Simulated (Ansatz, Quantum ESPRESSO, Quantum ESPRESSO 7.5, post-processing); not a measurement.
**Ballistic transmission: W chain with one bond drawn out by 0.3 Å**

Aim: the zero-bias transmission with pwcond for this junction: W chain with one bond drawn out by 0.3 Å.

Main program and level: Quantum ESPRESSO 7.5; plane-wave DFT, LDA, JTH PAW pseudopotentials (cross-check by Ansatz 0.2.0 with PAW datasets).

Most raw output is cut from this account.

## Step 1: Set-up

The cell holds 14 atoms: 14 W. Cell: a = 7.500 Å, b = 7.500 Å, c = 31.800 Å, α = 90.0°, β = 90.0°, γ = 90.0°. Regions: left lead, 7 atoms (7 W); right lead, 7 atoms (7 W). Vacuum lies along a and b. The structure is stacked along c, and the current runs across the ab planes.

## Step 2: SCF with pw.x

One periodic cell holds a stretch of lead, the junction and more lead; the atoms stay as built.

File scf.in:

```
&control
  prefix = 'scf'
  outdir = './out'
  pseudo_dir = './pseudo'
  calculation = 'scf'
  tprnfor = .true.
/
&system
  ibrav = 0
  nat = 14
  ntyp = 1
  ecutwfc = 45
  ecutrho = 360
  occupations = 'smearing'
  smearing = 'mv'
  degauss = 0.01
/
&electrons
  conv_thr = 1e-07
  mixing_beta = 0.25
  electron_maxstep = 120
  mixing_mode = 'local-TF'
/
ATOMIC_SPECIES
  W   183.8400  W.LDA_PW-JTH.UPF
CELL_PARAMETERS angstrom
  7.50000000000000 0.00000000000000 0.00000000000000
  0.00000000000000 7.50000000000000 0.00000000000000
  0.00000000000000 0.00000000000000 31.80000000000000
ATOMIC_POSITIONS crystal
  W   0.500000000000 0.500000000000 0.000000000000
  W   0.500000000000 0.500000000000 0.070754716981
  W   0.500000000000 0.500000000000 0.141509433962
  W   0.500000000000 0.500000000000 0.212264150943
  W   0.500000000000 0.500000000000 0.283018867925
  W   0.500000000000 0.500000000000 0.353773584906
  W   0.500000000000 0.500000000000 0.424528301887
  W   0.500000000000 0.500000000000 0.504716981132
  W   0.500000000000 0.500000000000 0.575471698113
  W   0.500000000000 0.500000000000 0.646226415094
  W   0.500000000000 0.500000000000 0.716981132075
  W   0.500000000000 0.500000000000 0.787735849057
  W   0.500000000000 0.500000000000 0.858490566038
  W   0.500000000000 0.500000000000 0.929245283019
K_POINTS automatic
  1 1 3 0 0 0
```

Started as:

```bash
$ OMP_NUM_THREADS=1 mpirun -n 4 pw.x -nk 1 -in scf.in > scf.out
```

It took 3.2 min on 4 MPI ranks of Arm Neoverse V2, shared host; peak memory 5.6 GiB; 13 min of CPU time.

Read from the output:

* free energy: -141153.5177 eV
* Fermi energy: -1.602 eV

The program's own clock; routines nest. Time by routine:

| routine | wall time (s) | calls |
| --- | --- | --- |
| PWSCF | 190.3 | 1 |
| electrons | 179.3 | 1 |
| c_bands | 113.5 | 18 |
| cegterg | 111.2 | 36 |
| h_psi | 57.67 | 187 |
| sum_band | 35.36 | 18 |
| fftw | 34.59 | 24082 |
| vloc_psi | 32.29 | 187 |
| newd | 21.8 | 19 |
| calbec | 18.68 | 231 |
| add_vuspsi | 12.38 | 187 |
| s_psi | 12.35 | 187 |
| h_psi:calbec | 12.33 | 187 |
| init_run | 7.39 | 1 |

The run needed 18 iterations to bring the estimated error under 1e-07 Ry; the largest force on any atom, held or free, is 2.48 eV/Å.

## Step 3: Transmission with pwcond.x

prefixt takes both regions from one run: the lead from 0 to bdl, the scattering region from bdl to bds (units of alat). ikind = 1 puts the same lead on both sides. The program's T_tot counts both spins in a run without spin; the tables below give T per spin.

File cond.in:

```
&inputcond
  outdir = './out'
  prefixt = 'scf'
  tran_file = 'cond.dat'
  bdl = 0.6000000000
  bds = 4.2400000000
  ikind = 1
  ewind = 4.0
  epsproj = 1e-05
  nz1 = 7
  energy0 = 2.0
  denergy = -0.1
/
1
  0.00000000 0.00000000 1.00000000
41
```

Started as:

```bash
$ OMP_NUM_THREADS=1 mpirun -n 4 pwcond.x -in cond.in > cond.out
```

Run time: 2.9 min. Hardware: 4 MPI ranks; peak memory 4 GiB; 12 min of CPU time.

Read from the output:

| Quantity | Value |
| --- | --- |
| lead channels at the Fermi level, one spin | 6 |
| transmission at the Fermi level, one spin | 5.268 |
| conductance | 5.268 G₀ |

Per spin. The open channels by energy, zero at the Fermi level:

| energy (eV) | open channels |
| --- | --- |
| -2.00 | 4 |
| -1.90 | 4 |
| -1.80 | 4 |
| -1.70 | 4 |
| -1.60 | 4 |
| -1.50 | 4 |
| -1.40 | 4 |
| -1.20 | 4 |
| -1.10 | 4 |
| -1.00 | 4 |
| -0.90 | 4 |
| -0.80 | 4 |
| -0.70 | 6 |
| -0.60 | 6 |
| -0.50 | 6 |
| -0.40 | 6 |
| -0.30 | 6 |
| -0.20 | 6 |
| -0.10 | 6 |
| 0.00 | 6 |
| 0.10 | 6 |
| 0.20 | 6 |
| 0.30 | 6 |
| 0.40 | 6 |
| 0.50 | 6 |
| 0.60 | 6 |
| 0.70 | 6 |
| 0.80 | 6 |
| 0.90 | 6 |
| 1.00 | 6 |
| 1.10 | 6 |
| 1.20 | 5 |
| 1.40 | 6 |
| 1.50 | 6 |
| 1.60 | 6 |
| 1.70 | 6 |
| 1.80 | 6 |
| 1.90 | 4 |
| 2.00 | 4 |

Per spin. Transmission against energy, zero at the Fermi level:

| energy (eV) | transmission |
| --- | --- |
| -2.00 | 2.78 |
| -1.90 | 2.89 |
| -1.70 | 3.07 |
| -1.60 | 3.14 |
| -1.40 | 3.26 |
| -1.30 | 3.31 |
| -1.20 | 3.35 |
| -1.00 | 3.43 |
| -0.90 | 3.47 |
| -0.80 | 3.48 |
| -0.60 | 4.43 |
| -0.50 | 4.76 |
| -0.30 | 5.05 |
| -0.20 | 5.18 |
| -0.10 | 5.25 |
| 0.00 | 5.27 |
| 0.10 | 5.24 |
| 0.20 | 5.19 |
| 0.30 | 5.14 |
| 0.50 | 5.04 |
| 0.60 | 4.96 |
| 0.80 | 4.79 |
| 0.90 | 4.74 |
| 1.00 | 4.72 |
| 1.20 | 3.85 |
| 1.30 | 4.65 |
| 1.40 | 4.59 |
| 1.60 | 4.40 |
| 1.70 | 4.22 |
| 1.90 | 3.45 |
| 2.00 | 3.38 |

The program's own clock; routines nest. Time by routine:

| routine | wall time (s) | calls |
| --- | --- | --- |
| PWCOND | 173 | 1 |
| scatter_forw | 142.1 | 82 |
| local | 17.92 | 1 |
| compbs | 7.73 | 41 |
| compbs_2 | 6.33 | 41 |
| init | 2.45 | 1 |
| poten | 0.21 | 1 |

The run is unpolarised; a magnetic state was not tried, may lie lower and would change T.

At no point does T exceed the number of channels. That doesn't clear the run: at some energies its lead has fewer channels than the second code's.

## Step 4: The open system, with nz1 = 3

How much does a setting matter? One run is repeated with a change.

cond.w.in, as its differences from the input of step 3:

```diff
@@ -3,3 +3,3 @@
   prefixt = 'scf'
-  tran_file = 'cond.dat'
+  tran_file = 'cond.w.dat'
   bdl = 0.6000000000
@@ -9,3 +9,3 @@
   epsproj = 1e-05
-  nz1 = 7
+  nz1 = 3
   energy0 = 2.0
```

Started as:

```bash
$ OMP_NUM_THREADS=1 mpirun -n 4 pwcond.x -in cond.w.in > cond.w.out
```

Elapsed: 2.4 min, on 4 MPI ranks; peak memory 4.2 GiB.

The changed values were drawn from a wide range, not chosen for quality; the comparison shows what they did here together.

Beside the run it was changed from:

| quantity | this run | unchanged run | difference |
| --- | --- | --- | --- |
| transmission at the Fermi level, one spin | 5.268 | 5.268 | 2.8e-4 |
| lead channels at the Fermi level, one spin | 6 | 6 | 0 |
| wall time (s) | 141 | 174 |  |

Over all energies T moves by up to 0.62, at 1.2 eV, where the two runs count unlike lead channels.

The physical values in this table stay within 0.05 %.

## Step 5: The same in Ansatz

A second code with its own PAW datasets, on the same atoms.

Level of this step: plane-wave DFT, LDA, Ansatz PAW (Ansatz 0.2.0).

File input.yaml:

```yaml
crystal:
  lattice:
    - [7.5, 0.0, 0.0]
    - [0.0, 7.5, 0.0]
    - [0.0, 0.0, 31.8]
  atoms:
    - { symbol: W, position: [0.5, 0.5, 0.0] }
    - { symbol: W, position: [0.5, 0.5, 0.070754717] }
    - { symbol: W, position: [0.5, 0.5, 0.141509434] }
    - { symbol: W, position: [0.5, 0.5, 0.2122641509] }
    - { symbol: W, position: [0.5, 0.5, 0.2830188679] }
    - { symbol: W, position: [0.5, 0.5, 0.3537735849] }
    - { symbol: W, position: [0.5, 0.5, 0.4245283019] }
    - { symbol: W, position: [0.5, 0.5, 0.5047169811] }
    - { symbol: W, position: [0.5, 0.5, 0.5754716981] }
    - { symbol: W, position: [0.5, 0.5, 0.6462264151] }
    - { symbol: W, position: [0.5, 0.5, 0.7169811321] }
    - { symbol: W, position: [0.5, 0.5, 0.7877358491] }
    - { symbol: W, position: [0.5, 0.5, 0.858490566] }
    - { symbol: W, position: [0.5, 0.5, 0.929245283] }
kpoints:
  mp_grid: { grid: [1, 1, 4] }
hamiltonian:
  xc: lda
scf:
  occupations: { method: fermi_dirac, width: 0.1 }
  convergence: { dr2_threshold: 1.0e-08 }
output:
  transmission:
    leads: [[0, 1]]
    e_range: [-2.0, 2.0]
    de: 0.05
    kmesh: [1, 1]
    reduced_basis: true
  write_potential: true
  write_density: true
  volumetric_format: npy
```

Started as:

```bash
$ ansatz run input.yaml --threads 4 --pin off --max-ram 8192MiB --backend cpu --events-out ev --progress --plain --runs-dir out
```

It took 49 s on 4 threads; peak memory 3 GiB; 3 min of CPU time.

This step gave:

- free energy: -141730.9502 eV
- energy at zero smearing: -141730.4859 eV
- smearing term TS: 0.9286 eV
- Fermi energy: -1.503 eV
- symmetry operations: 16
- transmission at the Fermi level, one spin: 5.228
- step of the lead's Hamiltonian over a period: 9.4 meV

Per spin. Table of transmission by energy, zero at the Fermi level:

| energy (eV) | transmission |
| --- | --- |
| -2.000 | 2.77 |
| -1.800 | 3.01 |
| -1.600 | 3.16 |
| -1.400 | 3.27 |
| -1.200 | 3.33 |
| -1.000 | 3.36 |
| -0.800 | 3.39 |
| -0.600 | 4.45 |
| -0.400 | 4.93 |
| -0.200 | 5.13 |
| 0.000 | 5.23 |
| 0.200 | 5.14 |
| 0.400 | 5.03 |
| 0.600 | 4.94 |
| 0.800 | 4.81 |
| 1.000 | 4.72 |
| 1.200 | 4.66 |
| 1.400 | 4.57 |
| 1.600 | 4.36 |
| 1.800 | 3.78 |
| 2.000 | 3.45 |

Per spin. The open channels by energy, zero at the Fermi level:

| energy (eV) | open channels |
| --- | --- |
| -2.00 | 4 |
| -1.85 | 4 |
| -1.70 | 4 |
| -1.60 | 4 |
| -1.45 | 4 |
| -1.30 | 4 |
| -1.15 | 4 |
| -1.05 | 4 |
| -0.90 | 4 |
| -0.75 | 6 |
| -0.60 | 6 |
| -0.50 | 6 |
| -0.35 | 6 |
| -0.20 | 6 |
| -0.05 | 6 |
| 0.00 | 6 |
| 0.05 | 6 |
| 0.20 | 6 |
| 0.35 | 6 |
| 0.50 | 6 |
| 0.60 | 6 |
| 0.75 | 6 |
| 0.90 | 6 |
| 1.05 | 6 |
| 1.15 | 6 |
| 1.30 | 6 |
| 1.45 | 6 |
| 1.60 | 6 |
| 1.70 | 6 |
| 1.85 | 4 |
| 2.00 | 4 |

Ansatz finds T = 5.23 against pwcond's 5.27.

## Step 6: All levels side by side

All levels:

| step | T at the Fermi level (per spin) | conductance (G0) | r.m.s. T(E) from the first | CPU time of the step (s) | peak memory (GiB) |
| --- | --- | --- | --- | --- | --- |
| Ansatz | 5.228 | - | 0 | 182.9 | 2.958 |
| pwcond | 5.268 | 5.268 | 0.1349 | 693.9 | 4.01 |
| pwcond, changed setting | 5.268 | 5.268 | 0.05728 | 564 | 4.23 |

Per spin. Transmission against energy, zero at the Fermi level:

| energy (eV) | Ansatz | pwcond | pwcond, changed setting |
| --- | --- | --- | --- |
| -2.00 | 2.77 | 2.78 | 2.78 |
| -1.90 | 2.90 | 2.89 | 2.89 |
| -1.80 | 3.01 | 2.99 | 2.99 |
| -1.70 | 3.10 | 3.07 | 3.07 |
| -1.60 | 3.16 | 3.14 | 3.14 |
| -1.50 | 3.22 | 3.20 | 3.20 |
| -1.40 | 3.27 | 3.26 | 3.25 |
| -1.20 | 3.33 | 3.35 | 3.35 |
| -1.10 | 3.35 | 3.39 | 3.39 |
| -1.00 | 3.36 | 3.43 | 3.43 |
| -0.90 | 3.38 | 3.47 | 3.47 |
| -0.80 | 3.39 | 3.48 | 3.48 |
| -0.70 | 4.09 | 4.05 | 4.04 |
| -0.60 | 4.45 | 4.43 | 4.41 |
| -0.50 | 4.76 | 4.76 | 4.75 |
| -0.40 | 4.93 | 4.92 | 4.92 |
| -0.30 | 5.03 | 5.05 | 5.05 |
| -0.20 | 5.13 | 5.18 | 5.18 |
| -0.10 | 5.20 | 5.25 | 5.25 |
| 0.00 | 5.23 | 5.27 | 5.27 |
| 0.10 | 5.20 | 5.24 | 5.24 |
| 0.20 | 5.14 | 5.19 | 5.19 |
| 0.30 | 5.08 | 5.14 | 5.14 |
| 0.40 | 5.03 | 5.11 | 5.11 |
| 0.50 | 4.99 | 5.04 | 5.04 |
| 0.60 | 4.94 | 4.96 | 4.96 |
| 0.70 | 4.88 | 4.87 | 4.87 |
| 0.80 | 4.81 | 4.79 | 4.79 |
| 0.90 | 4.76 | 4.74 | 4.74 |
| 1.00 | 4.72 | 4.72 | 4.72 |
| 1.10 | 4.69 | 4.71 | 4.71 |
| 1.20 | 4.66 | 3.85 | 4.47 |
| 1.40 | 4.57 | 4.59 | 4.60 |
| 1.50 | 4.49 | 4.51 | 4.51 |
| 1.60 | 4.36 | 4.40 | 4.40 |
| 1.70 | 4.13 | 4.22 | 4.23 |
| 1.80 | 3.78 | 3.92 | 3.93 |
| 1.90 | 3.43 | 3.45 | 3.45 |
| 2.00 | 3.45 | 3.38 | 3.38 |

## Step 7: Worked from the printed numbers

G = 5.27 × 77.48 µS = 408 µS a cell, a resistance of 2.45 kΩ.

## Step 8: Summary of results

- conductance from T at the Fermi level, a cell (G₀ = 2e²/h): 5.27 G₀
- lead channels per spin: 6.00
- the same conductance by Ansatz: 5.23 G₀

What this shows: The junction conducts 5.27 G₀ a cell at the Fermi level (LDA, JTH PAW). At the Fermi level the junction passes 88 % of what the leads offer. At the Fermi level pwcond and Ansatz differ by 0.76 %, a close match. Over -2 to 2 eV, T lies between 2.8 and 5.3 per spin. pwcond's lead, cut out of the junction cell, has fewer channels than Ansatz's near 1.2 eV, so its T is in doubt there. The geometry is as built, not relaxed, and the leads are short. The chain ran without spin polarisation; chains of d metals can be magnetic. Spin-orbit coupling is left out; depending on the atoms that carry the levels of interest, it can split and shift them by tenths of an eV to an eV or more.

[Logs are printed without paths, hosts, clocks, repeated set-up lines and the standing remarks that a program may print on its own settings, such as how far it seeks lower states.]

[Hosts, paths, dates, database ids (printed as entryN), source tags and the programs' standing remarks are cut or masked in the printed files.]

[Maps of the electrostatic potential energy from Ansatz leave out the sawtooth potential of an applied field or a dipole correction, so their vacuum need not be flat; planar profiles and work functions include it.]
